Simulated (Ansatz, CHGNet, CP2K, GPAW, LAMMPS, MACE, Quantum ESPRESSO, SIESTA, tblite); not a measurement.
# Amorphous Ge (61 atoms) in CP2K, part 4 of 4

How do the settings of CP2K change the result for amorphous Ge (61 atoms)? A plane-wave run serves as the yardstick.

Program: CP2K 2026.2; the method stands at each step. Banners, paths, timers and routine set-up lines are dropped from the logs unmarked, and long logs keep their key lines alone; longer cuts are marked.

So far. Step 9 (PBE+D4, DZVP-UZH, 350/50 Ry, diagonalisation): Against the first run (4.6 %), the force difference from the reference is 8.0 %, at 1.0 times the CPU time; the model has changed, so this is no error of the program alone. Step 10 (PBE, DZVP-UZH, 175/50 Ry, diagonalisation): Against the first run (4.6 %), the force difference from the reference is 4.6 %, at 0.74 times the CPU time: the change moves forces by 0.18 meV/Å r.m.s., so most of the difference comes from elsewhere.

## (11) GFN1-xTB, diagonalisation

Method: GFN1-xTB tight binding (the program's own implementation), diagonalisation.

File input.inp:

```
&GLOBAL
  PROJECT cell
  RUN_TYPE ENERGY_FORCE
  PRINT_LEVEL LOW
&END GLOBAL
&FORCE_EVAL
  METHOD QS
  STRESS_TENSOR ANALYTICAL
  &DFT
    &QS
      METHOD XTB
      &XTB
        GFN_TYPE 1
        DO_EWALD T
        CHECK_ATOMIC_CHARGES F
      &END XTB
    &END QS
    &SCF
      SCF_GUESS ATOMIC
      EPS_SCF 1.0E-06
      MAX_SCF 200
      ADDED_MOS 45
      &DIAGONALIZATION
        ALGORITHM STANDARD
      &END DIAGONALIZATION
      &SMEAR ON
        METHOD FERMI_DIRAC
        ELECTRONIC_TEMPERATURE [K] 580
      &END SMEAR
      &MIXING
        METHOD BROYDEN_MIXING
        ALPHA 0.15
        NBROYDEN 8
      &END MIXING
      &PRINT
        &RESTART OFF
        &END RESTART
      &END PRINT
    &END SCF
    &PRINT
      &MULLIKEN ON
      &END MULLIKEN
    &END PRINT
  &END DFT
  &SUBSYS
    &CELL
      A 11.18750 0.00000 0.00000
      B 0.00000 11.18750 0.00000
      C 0.00000 0.00000 11.18750
    &END CELL
    &TOPOLOGY
      COORD_FILE_NAME structure.xyz
      COORD_FILE_FORMAT XYZ
    &END TOPOLOGY
  &END SUBSYS
  &PRINT
    &FORCES ON
    &END FORCES
    &STRESS_TENSOR ON
    &END STRESS_TENSOR
  &END PRINT
&END FORCE_EVAL
```

File structure.xyz:

```xyz
61

[... 61 atom lines left out: the same atoms as in the first run ...]
```

The run is started by

```
$ OMP_NUM_THREADS=1 cp2k.psmp -i input.inp > output.txt
```

Numbers of over 12 decimals in the logs are rounded to 6 here.

The program printed:

```text
CP2K| version string:                                       CP2K version 2026.2
 CP2K| Input file name                                                 input.inp
 GLOBAL| Basis set file name                                           BASIS_SET
 GLOBAL| Potential file name                                           POTENTIAL
 GLOBAL| Run type                                                   ENERGY_FORCE
 GLOBAL| Total number of message passing processes                             1
 GLOBAL| Number of threads for this process                                    1
[... lines left out ...]
                        Smear method:                                FERMI_DIRAC
[... lines left out ...]
 Number of electrons:                                                        244
[... lines left out ...]
  Step     Update method      Time    Convergence         Total energy    Change
[... lines left out ...]
  Leaving inner SCF loop after reaching   200 steps.
  Core Hamiltonian energy:                                   -103.594270
  Repulsive potential energy:                                   0.377754
  Electronic energy:                                            0.369396
  DFTB3 3rd order energy:                                       6.76337e-06
  Dispersion energy:                                           -0.415953
  Correction for halogen bonding:                               0.000000
  Electronic entropic energy:                                  -0.00439977
  Fermi energy:                                                -0.446875
  Total energy:                                              -103.267530
  Total energy (extrapolated to T->0):                       -103.265330
 *   ___                                                                       *
 *  /   \                                                                      *
 * [ABORT]                                                                     *
 *  \___/     SCF run NOT converged. To continue the calculation regardless,   *
 *    |             please set the keyword IGNORE_CONVERGENCE_FAILURE.         *
 *  O/|                                                                        *
 * /| |                                                                        *
```

Wall time 21 s (1 thread of Arm Neoverse V2, shared host); peak memory 0.22 GiB.

The run stopped without converging, so its numbers are no property of the system.

## (12) Side by side

Differences are against the plane-wave reference, forces as r.m.s. over components; share is that over the reference's r.m.s. force, slope the least-squares factor from reference forces to these. Total energies of different programs have different zeros and aren't compared.

```
                                                                     run  Δ force, r.m.s. (meV/Å)  share (%)  slope  Δ pressure (GPa)  cores  CPU time  memory (GiB)
                                                               reference                        -          -      -                 -      4    11 min           4.1
                          CP2K PBE, DZVP-UZH, 350/50 Ry, diagonalisation                     29.3       4.61  0.999             0.844      2   1.9 min           1.6
          CP2K PBE, TZV2P-MOLOPT (SR for Ge), 350/50 Ry, diagonalisation                     18.5       2.91  0.995             0.742      4     2 min           3.2
                          CP2K PBE, TZVP-UZH, 350/50 Ry, diagonalisation                     25.1       3.95  1.003             0.667      4   2.3 min           3.1
       CP2K PBEsol, PBE potentials, DZVP-UZH, 350/50 Ry, diagonalisation                     37.9       5.96  1.008             0.114      2   1.9 min           1.6
CP2K r2SCAN, SCAN potentials, DZVP-UZH(SCAN), 600/50 Ry, diagonalisation                      196       30.9  0.882             -5.47      2     6 min           4.1
                 CP2K PBE, DZVP-UZH, 350/20 Ry, diagonalisation (coarse)                     30.7       4.83  0.998             0.897      2      75 s           1.6
                          CP2K PBE, DZVP-UZH, 489/50 Ry, diagonalisation                     29.3       4.61  0.999             0.844      4   2.8 min           3.9
                       CP2K PBE+D4, DZVP-UZH, 350/50 Ry, diagonalisation                     51.0       8.02  0.986             -1.12      2   1.9 min           1.6
                 CP2K PBE, DZVP-UZH, 175/50 Ry, diagonalisation (coarse)                     29.3       4.61  0.999             0.844      2      83 s          0.84
```

Rows marked coarse were listed beforehand as settings not expected to be converged; some can still land near the reference.

CPU time is summed over cores on a shared host, where runs went side by side, so it is rough. Symmetry, cutoffs, thresholds, outputs and thread counts weren't matched or tuned between programs; memory under MPI is the largest rank's times the ranks.

Within one program, basis, potentials and functional, energies share a zero. Each run against its twin at the usual cutoff or grid and solver:

```
                                           run                                  twin  Δ energy (meV/atom)  Δ force, r.m.s. (meV/Å)        CPU time over the twin's
CP2K PBE, DZVP-UZH, 350/20 Ry, diagonalisation  DZVP-UZH, 350/50 Ry, diagonalisation                -1.33                     8.18                            0.67
CP2K PBE, DZVP-UZH, 489/50 Ry, diagonalisation  DZVP-UZH, 350/50 Ry, diagonalisation                    0                    0.007  1.5 (this twin ran on 2 cores)
CP2K PBE, DZVP-UZH, 175/50 Ry, diagonalisation  DZVP-UZH, 350/50 Ry, diagonalisation              -0.0011                    0.185                            0.74
```

## (13) What came out

```yaml
nearest_in_forces: CP2K PBE, TZV2P-MOLOPT (SR for Ge), 350/50 Ry, diagonalisation, 2.9 %
its_cpu_time: 2 min
```

What this shows: The PBE runs in local orbitals, coarse settings apart, differ by 2.9 % (CP2K PBE, TZV2P-MOLOPT (SR for Ge), 350/50 Ry, diagonalisation) to 4.6 % (CP2K PBE, DZVP-UZH, 350/50 Ry, diagonalisation); basis, grid and potentials can all enter. Rows with another functional or a dispersion term differ by 6.0 % (CP2K PBEsol, PBE potentials, DZVP-UZH, 350/50 Ry, diagonalisation) to 31 % (CP2K r2SCAN, SCAN potentials, DZVP-UZH(SCAN), 600/50 Ry, diagonalisation), which mixes the change of model with differences of basis and potentials, some of them made for another functional. Runs with settings chosen to be coarse differ by 4.6 % (CP2K PBE, DZVP-UZH, 175/50 Ry, diagonalisation) to 4.8 % (CP2K PBE, DZVP-UZH, 350/20 Ry, diagonalisation), their programs' other errors included. Of the electronic-structure runs that take under half the reference's CPU time, CP2K PBE, TZV2P-MOLOPT (SR for Ge), 350/50 Ry, diagonalisation comes nearest, at 2.9 % in 2 min against 11 min. The potentials hold different valence shells: 854 electrons in the reference, 244 in CP2K with TZVP-UZH; this bears on time and differences. The reference's pressure holds the uncorrected Pulay stress of its 45 Ry basis, so small pressure differences, and their order, may be the reference's own error. The quench rate of 3 K/ps is many orders above laboratory rates, so the cell is likely richer in defects and strain than a real sample. The network of bonds at the start is that of the classical potential that made the cell, and needn't be the one that DFT or experiment would give. The electronic-structure runs sample only Γ, in a cell whose shortest periodic width is 11 Å, which is coarse for a cell with partly filled levels.

[Also dropped from logs without a mark: logging warnings of Python, and SIESTA's first energy breakdown and zero terms.]

[Logs are printed without paths, hosts, clocks, repeated set-up lines and the standing remarks that a program may print on its own settings, such as how far it seeks lower states.]

[Hosts, paths, dates, database ids (printed as entryN), source tags and the programs' standing remarks are cut or masked in the printed files.]
